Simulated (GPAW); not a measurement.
## Li K ELNES/XANES of LiMg (P-6m2) from DFT

Aim: the near-edge shape at the Li K edge of LiMg (P-6m2), and what the core hole does to it.

Calculated with GPAW 26.7.0; X-ray absorption from dipole matrix elements to empty bands, plane-wave PAW LDA.

Report form: the programs' logs are mostly left out.

## Step 1: The structure

It takes space group P-6m2 (No. 187, hexagonal). Conventional cell: a = 3.108 Å, b = 3.108 Å, c = 5.025 Å, α = 90.00°, β = 90.00°, γ = 120.00°. Nearest to Mg lie 6 Li at 3.09 Å and 6 Mg at 3.11 Å. Li has 6 Mg at 3.09 Å and 6 Li at 3.11 Å nearest. Farther neighbours are not listed.

Structure file:

```xyz
2
Lattice="3.1085 0.0000 0.0000 -1.5542 2.6920 0.0000 0.0000 0.0000 5.0255" Properties=species:S:1:pos:R:3 pbc="T T T"
Mg    1.5542    0.8973    2.5127
Li    0.0000    0.0000    0.0000
```

## Step 2: Ground state of the crystal

The ground state comes first: it tells whether the system has a gap, which decides how the excited electron is treated.

Input file scf.py:

```python
import numpy as np
from ase import Atoms
from ase.parallel import parprint, paropen
from gpaw import GPAW, PW, FermiDirac, Mixer, MixerDif, setup_paths
from gpaw.test import gen
setup_paths.insert(0, '.')
gen('Li', name='nch1s', xcname='LDA', corehole=(1, 0, 0), write_xml=True)
from gpaw.mpi import world
world.barrier()

atoms = Atoms('MgLi',
    cell=[[3.10849752, 0, 0],
     [-1.55424876, 2.69203782, 0],
     [0, 0, 5.02546768]],
    scaled_positions=[[0.66666667, 0.33333333, 0.5],
     [0, 0, 0]],
    pbc=True)
atoms.calc = calc = GPAW(legacy_gpaw=True, mode=PW(500, force_complex_dtype=True), xc='LDA', setups={1: 'nch1s'},
    kpts={'size': (9, 9, 5), 'gamma': True}, occupations=FermiDirac(0.05),
    charge=0, mixer=Mixer(0.1, 5, 50), maxiter=150,
    convergence={'density': 0.0001, 'eigenstates': 1e-6}, txt='scf.txt')
energy = atoms.get_potential_energy() + calc.get_reference_energy()
ef = calc.get_fermi_level()
out = dict(energy=energy, fermi=ef, forces=atoms.get_forces().tolist())
parprint(f'all-electron energy {energy:.4f} eV, Fermi level {ef:.4f} eV')
ev = np.array([[calc.get_eigenvalues(k, s) for k in range(len(calc.get_ibz_k_points()))] for s in range(calc.get_number_of_spins())])
out['homo'], out['lumo'], out['counts'] = ev[ev < ef].max(), ev[ev > ef].min(), sorted(set((ev < ef).sum((0, 2)).tolist()))
out['filled'] = (ev[:, 0] < ef).sum(1).tolist()
import json
with paropen('out.json', 'w') as f:
    json.dump(out, f)
```

Run with:

```
$ OMP_NUM_THREADS=1 mpirun -n 4 gpaw python scf.py
```

It took 4.9 s on 4 MPI ranks of Intel Xeon Platinum 8488C (Sapphire Rapids), shared host; peak memory 0.16 GiB; 18 s of CPU time.

The mesh shows no gap, so the system is treated as a metal and the core electron is put at the Fermi level (neutral cell).

## Step 3: Spectrum without a core hole, Li atom 2

Without a hole the spectrum is the empty density of states of the right symmetry on the absorber, weighted by matrix elements. It needs only the small cell and serves as the baseline. The data set with a hole of occupation 0 only carries the core orbital.

The absorber has 6 Mg at 3.09 Å and 6 Li at 3.11 Å (anticuboctahedral, as in hcp, site symmetry -6m2).

Input file xas.py:

```python
import numpy as np
from ase import Atoms
from ase.parallel import parprint, paropen
from gpaw import GPAW, PW, FermiDirac, Mixer, MixerDif, setup_paths
from gpaw.test import gen
setup_paths.insert(0, '.')
gen('Li', name='nch1s', xcname='LDA', corehole=(1, 0, 0), write_xml=True)
from gpaw.mpi import world
world.barrier()

atoms = Atoms('MgLi',
    cell=[[3.10849752, 0, 0],
     [-1.55424876, 2.69203782, 0],
     [0, 0, 5.02546768]],
    scaled_positions=[[0.66666667, 0.33333333, 0.5],
     [0, 0, 0]],
    pbc=True)
atoms.calc = calc = GPAW(legacy_gpaw=True, mode=PW(500, force_complex_dtype=True), xc='LDA', setups={1: 'nch1s'},
    kpts={'size': (13, 13, 7), 'gamma': True}, occupations=FermiDirac(0.1),
    charge=0, mixer=Mixer(0.1, 5, 50), maxiter=150,
    convergence={'density': 0.0001, 'eigenstates': 1e-6}, txt='scf.txt')
energy = atoms.get_potential_energy() + calc.get_reference_energy()
ef = calc.get_fermi_level()
out = dict(energy=energy, fermi=ef, forces=atoms.get_forces().tolist())
parprint(f'all-electron energy {energy:.4f} eV, Fermi level {ef:.4f} eV')
ev = np.array([[calc.get_eigenvalues(k, s) for k in range(len(calc.get_ibz_k_points()))] for s in range(calc.get_number_of_spins())])
out['homo'], out['lumo'], out['counts'] = ev[ev < ef].max(), ev[ev > ef].min(), sorted(set((ev < ef).sum((0, 2)).tolist()))
out['filled'] = (ev[:, 0] < ef).sum(1).tolist()

from ase.units import Ha
from gpaw.xas import dipole_matrix_elements
nb = int(calc.get_number_of_electrons() / 2) + 28
top = nb
nscf = calc.fixed_density(kpts={'size': (9, 9, 5), 'gamma': True},
    convergence={'eigenstates': 1.0}, txt='nscf.txt')
nscf.diagonalize_full_hamiltonian(nbands=nb)
cell = atoms.cell.array
ops = [cell.T @ U.T @ np.linalg.inv(cell.T) for U in nscf.wfs.kd.symmetry.op_scc]
E = np.arange(-25, 34, 0.1)
fwhm = np.interp(E, [4, 25], [0.9, 3.5])
Y, X, zero, highest = 0, 0, 1e9, 1e9
for spin in range(nscf.get_number_of_spins()):
    wfs = nscf.wfs
    mine = wfs.bd.get_slice()  # this rank's bands
    A = dipole_matrix_elements(wfs.setups[1])
    eps = np.zeros((wfs.kd.nibzkpts, nb))
    d = np.zeros((3, A.shape[1], wfs.kd.nibzkpts, nb), complex)
    for kpt in wfs.kpt_u:
        if kpt.s == spin and 1 in kpt.P_ani:
            eps[kpt.k, mine] = kpt.eps_n * Ha
            d[:, :, kpt.k, mine] = (kpt.weight * wfs.nspins / 2) ** 0.5 * np.inner(A, kpt.P_ani[1])
    world.sum(eps)
    world.sum(d)
    T = np.einsum('amkn,bmkn->abkn', d, d.conj()).real
    T = sum(np.einsum('ai,ijkn,bj->abkn', R, T, R) for R in ops) / len(ops)
    empty = eps > ef
    zero, highest = min(zero, eps[empty].min()), min(highest, eps[:, top - 1].min())
    lines = [(eps, T, empty)] if spin == 0 else lines + [(eps, T, empty)]
for eps, T, empty in lines:
    f = np.einsum('aakn->akn', T).reshape(3, -1)
    x = eps.ravel() - zero
    w = np.interp(x, E, fwhm) / 2.35482
    g = np.exp(-0.5 * ((E[:, None] - x) / w) ** 2) / (w * (2 * np.pi) ** 0.5)
    Y = Y + (f * empty.ravel()) @ g.T
    X = X + (f * ~empty.ravel()) @ g.T
out.update(E=E.round(2).tolist(), xas=Y.tolist(), xes=X.tolist(), zero=zero, valid=highest - zero, nk=len(eps), nb=nb)
for i in range(0, len(E), 10):
    parprint(f'{E[i]:7.2f}', *(f'{v:10.3e}' for v in Y[:, i]))
import json
with paropen('out.json', 'w') as f:
    json.dump(out, f)
```

Run with:

```
$ OMP_NUM_THREADS=1 mpirun -n 4 gpaw python xas.py
```

It took 25 s on 4 MPI ranks; peak memory 0.33 GiB; 98 s of CPU time.

The Li K spectrum, Li atom 2, no core hole (energy from the lowest empty level; intensity scaled to a mean of 1 over the first 20 eV; polarised curves are means over the symmetry-equivalent atoms):

```
E (eV)  isotropic  ε ⊥ c  ε ∥ c
  -2.0       0.00   0.00   0.00
  -1.0       0.00   0.01   0.00
   0.0       0.29   0.32   0.24
   1.0       0.52   0.57   0.43
   2.0       0.40   0.39   0.42
   3.0       0.64   0.61   0.71
   4.0       0.65   0.61   0.73
   5.0       0.83   0.77   0.97
   6.0       0.80   0.81   0.80
   7.0       0.73   0.81   0.57
   8.0       1.08   1.20   0.83
   9.0       1.30   1.39   1.12
  10.0       1.50   1.49   1.52
  11.0       1.72   1.71   1.75
  12.0       1.41   1.45   1.35
  13.0       1.16   1.21   1.08
  14.0       1.19   1.22   1.13
  15.0       1.21   1.19   1.24
  16.0       1.14   1.02   1.39
  17.0       1.10   0.91   1.48
  18.0       1.05   0.90   1.37
  19.0       0.92   0.82   1.13
  20.0       0.73   0.70   0.79
  21.0       0.57   0.61   0.49
  22.0       0.52   0.61   0.36
  23.0       0.53   0.62   0.36
  24.0       0.54   0.61   0.39
  25.0       0.54   0.61   0.41
  26.0       0.56   0.62   0.45
  27.0       0.61   0.66   0.50
  28.0       0.65   0.70   0.55
  29.0       0.68   0.73   0.57
  30.0       0.66   0.70   0.56
  31.0       0.61   0.64   0.55
  32.0       0.58   0.58   0.57
```

Main maxima below 24 eV (height): 0.7 eV (0.62), 3.5 eV (0.74), 5.4 eV (0.87), 11.0 eV (1.72) and 14.7 eV (1.22). A K edge sees empty p states on the absorber.

The same matrix elements for filled bands give the Li K emission of Li atom 2 (ground-state approximation; energy from the lowest empty level, largest value 1):

```
E (eV)  emission
-24.00      0.00
-23.25      0.00
-22.50      0.00
-21.75      0.00
-21.00      0.00
-20.25      0.00
-19.50      0.00
-18.75      0.00
-18.00      0.00
-17.25      0.00
-16.50      0.00
-15.75      0.00
-15.00      0.00
-14.25      0.00
-13.50      0.00
-12.75      0.00
-12.00      0.00
-11.25      0.00
-10.50      0.00
 -9.75      0.00
 -9.00      0.00
 -8.25      0.00
 -7.50      0.00
 -6.75      0.00
 -6.00      0.01
 -5.25      0.07
 -4.50      0.12
 -3.75      0.16
 -3.00      0.20
 -2.25      0.37
 -1.50      0.64
 -0.75      0.97
  0.00      0.60
  0.75      0.03
  1.50      0.00
  2.25      0.00
  3.00      0.00
```

Emission maxima: -0.6 eV (1.00).

## Step 4: Reference energy of the supercell

The photon energy needs a difference of total energies, so the cell and mesh of the coming hole run are first run without a hole.

Changes to scf.py since step 2:

```diff
@@ -10,11 +10,17 @@
 
-atoms = Atoms('MgLi',
-    cell=[[3.10849752, 0, 0],
-     [-1.55424876, 2.69203782, 0],
-     [0, 0, 5.02546768]],
-    scaled_positions=[[0.66666667, 0.33333333, 0.5],
-     [0, 0, 0]],
+atoms = Atoms('Mg4Li4',
+    cell=[[-3.10849752, 0, -5.02546768],
+     [3.10849752, 0, -5.02546768],
+     [3.10849752, -5.38407564, 0]],
+    scaled_positions=[[0.41666667, 0.08333333, 0.83333333],
+     [0.41666667, 0.08333333, 0.33333333],
+     [0.91666667, 0.58333333, 0.83333333],
+     [0.91666667, 0.58333333, 0.33333333],
+     [0, 0, 0],
+     [0, 0, 0.5],
+     [0.5, 0.5, 0],
+     [0.5, 0.5, 0.5]],
     pbc=True)
-atoms.calc = calc = GPAW(legacy_gpaw=True, mode=PW(500, force_complex_dtype=True), xc='LDA', setups={1: 'nch1s'},
-    kpts={'size': (9, 9, 5), 'gamma': True}, occupations=FermiDirac(0.05),
+atoms.calc = calc = GPAW(legacy_gpaw=True, mode=PW(500, force_complex_dtype=True), xc='LDA', setups={4: 'nch1s'},
+    kpts={'size': (4, 4, 4), 'gamma': True}, occupations=FermiDirac(0.1),
     charge=0, mixer=Mixer(0.1, 5, 50), maxiter=150,
```

Run with:

```
$ OMP_NUM_THREADS=1 mpirun -n 4 gpaw python scf.py
```

Elapsed: 14 s, on 4 MPI ranks; peak memory 0.25 GiB.

Reference energy: -22523.266 eV with the cores included.

## Step 5: Spectrum with XCH, Li atom 2

The holes are 5.9 Å apart. In GPAW the data set carries the hole's charge, so charge=0 means a charged cell and charge=-1 a neutral one. The excited electron is kept in the cell, where it fills the lowest empty states and screens the hole. After the field has converged, empty bands are computed with the density fixed and the dipole matrix elements are summed.

Changes to xas.py since step 3:

```diff
@@ -6,3 +6,3 @@
 setup_paths.insert(0, '.')
-gen('Li', name='nch1s', xcname='LDA', corehole=(1, 0, 0), write_xml=True)
+gen('Li', name='fch1s', xcname='LDA', corehole=(1, 0, 1), write_xml=True)
 from gpaw.mpi import world
@@ -10,12 +10,18 @@
 
-atoms = Atoms('MgLi',
-    cell=[[3.10849752, 0, 0],
-     [-1.55424876, 2.69203782, 0],
-     [0, 0, 5.02546768]],
-    scaled_positions=[[0.66666667, 0.33333333, 0.5],
-     [0, 0, 0]],
+atoms = Atoms('Mg4Li4',
+    cell=[[-3.10849752, 0, -5.02546768],
+     [3.10849752, 0, -5.02546768],
+     [3.10849752, -5.38407564, 0]],
+    scaled_positions=[[0.41666667, 0.08333333, 0.83333333],
+     [0.41666667, 0.08333333, 0.33333333],
+     [0.91666667, 0.58333333, 0.83333333],
+     [0.91666667, 0.58333333, 0.33333333],
+     [0, 0, 0],
+     [0, 0, 0.5],
+     [0.5, 0.5, 0],
+     [0.5, 0.5, 0.5]],
     pbc=True)
-atoms.calc = calc = GPAW(legacy_gpaw=True, mode=PW(500, force_complex_dtype=True), xc='LDA', setups={1: 'nch1s'},
-    kpts={'size': (13, 13, 7), 'gamma': True}, occupations=FermiDirac(0.1),
-    charge=0, mixer=Mixer(0.1, 5, 50), maxiter=150,
+atoms.calc = calc = GPAW(legacy_gpaw=True, mode=PW(500, force_complex_dtype=True), xc='LDA', setups={4: 'fch1s'},
+    kpts={'size': (4, 4, 4), 'gamma': True}, occupations=FermiDirac(0.1),
+    charge=-1, mixer=Mixer(0.1, 5, 50), maxiter=150,
     convergence={'density': 0.0001, 'eigenstates': 1e-6}, txt='scf.txt')
@@ -31,10 +37,9 @@
 from gpaw.xas import dipole_matrix_elements
-nb = int(calc.get_number_of_electrons() / 2) + 28
-top = nb
-nscf = calc.fixed_density(kpts={'size': (9, 9, 5), 'gamma': True},
-    convergence={'eigenstates': 1.0}, txt='nscf.txt')
-nscf.diagonalize_full_hamiltonian(nbands=nb)
+nb = int(calc.get_number_of_electrons() / 2) + 103
+top, nb = nb, nb + 8 + nb // 12
+nscf = calc.fixed_density(kpts={'size': (5, 5, 5), 'gamma': True}, nbands=nb,
+    convergence={'bands': top, 'eigenstates': 5e-3}, maxiter=60, txt='nscf.txt')
 cell = atoms.cell.array
 ops = [cell.T @ U.T @ np.linalg.inv(cell.T) for U in nscf.wfs.kd.symmetry.op_scc]
-E = np.arange(-25, 34, 0.1)
+E = np.arange(-6, 34, 0.1)
 fwhm = np.interp(E, [4, 25], [0.9, 3.5])
@@ -44,3 +49,3 @@
     mine = wfs.bd.get_slice()  # this rank's bands
-    A = dipole_matrix_elements(wfs.setups[1])
+    A = dipole_matrix_elements(wfs.setups[4])
     eps = np.zeros((wfs.kd.nibzkpts, nb))
@@ -48,5 +53,5 @@
     for kpt in wfs.kpt_u:
-        if kpt.s == spin and 1 in kpt.P_ani:
+        if kpt.s == spin and 4 in kpt.P_ani:
             eps[kpt.k, mine] = kpt.eps_n * Ha
-            d[:, :, kpt.k, mine] = (kpt.weight * wfs.nspins / 2) ** 0.5 * np.inner(A, kpt.P_ani[1])
+            d[:, :, kpt.k, mine] = (kpt.weight * wfs.nspins / 2) ** 0.5 * np.inner(A, kpt.P_ani[4])
     world.sum(eps)
```

Run with:

```
$ OMP_NUM_THREADS=1 mpirun -n 4 gpaw python xas.py
```

It took 54 s on 4 MPI ranks; peak memory 0.39 GiB; 3.6 min of CPU time.

The Li K spectrum, Li atom 2, excited-electron core hole (neutral cell) (energy from the lowest empty level; intensity scaled to a mean of 1 over the first 20 eV; polarised curves are means over the symmetry-equivalent atoms):

```
E (eV)  isotropic  ε ⊥ c  ε ∥ c
 -2.00       0.00   0.00   0.00
 -1.25       0.00   0.00   0.00
 -0.50       0.10   0.11   0.09
  0.25       0.52   0.55   0.44
  1.00       0.88   0.99   0.65
  1.75       1.02   0.96   1.14
  2.50       1.08   0.92   1.41
  3.25       1.18   1.06   1.42
  4.00       1.31   1.31   1.33
  4.75       1.04   1.17   0.78
  5.50       1.09   1.23   0.81
  6.25       1.31   1.47   0.99
  7.00       1.78   1.92   1.50
  7.75       1.83   1.88   1.71
  8.50       1.46   1.36   1.65
  9.25       1.39   1.22   1.74
 10.00       1.28   1.18   1.48
 10.75       0.97   1.00   0.91
 11.50       0.81   0.87   0.69
 12.25       0.81   0.82   0.79
 13.00       0.88   0.85   0.94
 13.75       0.92   0.88   1.01
 14.50       0.86   0.78   1.02
 15.25       0.78   0.65   1.03
 16.00       0.73   0.60   0.99
 16.75       0.70   0.62   0.86
 17.50       0.64   0.62   0.70
 18.25       0.56   0.57   0.55
 19.00       0.48   0.50   0.43
 19.75       0.43   0.47   0.33
 20.50       0.42   0.49   0.27
 21.25       0.44   0.54   0.26
 22.00       0.49   0.59   0.29
 22.75       0.53   0.63   0.34
 23.50       0.56   0.65   0.40
 24.25       0.59   0.66   0.45
 25.00       0.61   0.67   0.50
 25.75       0.63   0.67   0.55
 26.50       0.65   0.67   0.60
 27.25       0.65   0.66   0.64
 28.00       0.65   0.64   0.66
 28.75       0.63   0.62   0.66
 29.50       0.60   0.58   0.64
 30.25       0.57   0.54   0.63
 31.00       0.54   0.50   0.63
 31.75       0.51   0.45   0.63
```

Main maxima below 24 eV (height): 3.9 eV (1.32), 7.4 eV (1.89) and 13.7 eV (0.92). 

The total-energy difference is 57.02 eV. One term is added: -3.34 eV, since the hole is spin-paired here and a spin-polarised one costs that much less in the free atom (computed apart). The photon energy is then 53.69 eV. The tabulated edge of the element is 54.7 eV. The functional leaves an error in such absolute values: in the free atom LDA prices this hole 1.0 eV below PBE (computed apart), and PBE is itself good to a few eV.

## Step 6: Spectrum with FCH, Li atom 2

The holes are 5.9 Å apart. In GPAW the data set carries the hole's charge, so charge=0 means a charged cell and charge=-1 a neutral one. The excited electron is left out and a uniform background balances the charge. After the field has converged, empty bands are computed with the density fixed and the dipole matrix elements are summed.

Changed against the first core-hole run: core hole to FCH.

Changes to xas.py since step 5:

```diff
@@ -25,3 +25,3 @@
     kpts={'size': (4, 4, 4), 'gamma': True}, occupations=FermiDirac(0.1),
-    charge=-1, mixer=Mixer(0.1, 5, 50), maxiter=150,
+    charge=0, mixer=Mixer(0.1, 5, 50), maxiter=150,
     convergence={'density': 0.0001, 'eigenstates': 1e-6}, txt='scf.txt')
```

The job ended after 57 s (4 MPI ranks; peak memory 0.38 GiB; 3.8 min of CPU time).

```
E (eV)  first run  this run
  -2.0       0.00      0.00
  -1.0       0.01      0.00
   0.0       0.39      0.54
   1.0       0.88      0.81
   2.0       1.04      1.04
   3.0       1.16      1.16
   4.0       1.31      1.33
   5.0       1.01      1.02
   6.0       1.21      1.15
   7.0       1.78      1.64
   8.0       1.71      1.80
   9.0       1.39      1.37
  10.0       1.28      1.31
  11.0       0.89      0.94
  12.0       0.80      0.78
  13.0       0.88      0.84
  14.0       0.91      0.90
  15.0       0.80      0.81
  16.0       0.73      0.73
  17.0       0.68      0.68
  18.0       0.59      0.60
  19.0       0.48      0.49
  20.0       0.42      0.42
  21.0       0.43      0.42
  22.0       0.49      0.47
  23.0       0.54      0.53
  24.0       0.58      0.57
  25.0       0.61      0.60
  26.0       0.64      0.63
  27.0       0.65      0.64
  28.0       0.65      0.64
  29.0       0.62      0.62
  30.0       0.58      0.58
  31.0       0.54      0.54
  32.0       0.50      0.50
```

The scaled spectrum changes by 5 % r.m.s. The highest intensity below 16 eV goes from 7.4 eV (1.89) to 7.6 eV (1.88).

The photon energy of the zero moves by -0.06 eV.

## Step 7: Reference energy of the supercell

The cutoff changes for the next run, so it gets a reference energy of its own.

Changes to scf.py since step 4:

```diff
@@ -23,3 +23,3 @@
     pbc=True)
-atoms.calc = calc = GPAW(legacy_gpaw=True, mode=PW(500, force_complex_dtype=True), xc='LDA', setups={4: 'nch1s'},
+atoms.calc = calc = GPAW(legacy_gpaw=True, mode=PW(160, force_complex_dtype=True), xc='LDA', setups={4: 'nch1s'},
     kpts={'size': (4, 4, 4), 'gamma': True}, occupations=FermiDirac(0.1),
```

Run with:

```
$ OMP_NUM_THREADS=1 mpirun -n 4 gpaw python scf.py
```

Elapsed: 5 s, on 4 MPI ranks; peak memory 0.18 GiB.

The run finished; it serves as a test, and its numbers are not taken as the result.

(Part 1 of 2 ends here.)

[Logs are printed without paths, hosts, clocks, repeated set-up lines and the standing remarks that a program may print on its own settings, such as how far it seeks lower states.]

[Hosts, paths, dates, database ids (printed as entryN), source tags and the programs' standing remarks are cut or masked in the printed files.]

[Lists of maxima count a maximum above −3 eV only where it reaches 4 % of the highest in the window and stands out from its surroundings by 2 % of it (1.5 % where it reaches 55 %); shoulders and weaker maxima are passed over, and of the rest the first, up to two pre-edge ones and the few strongest are named.]
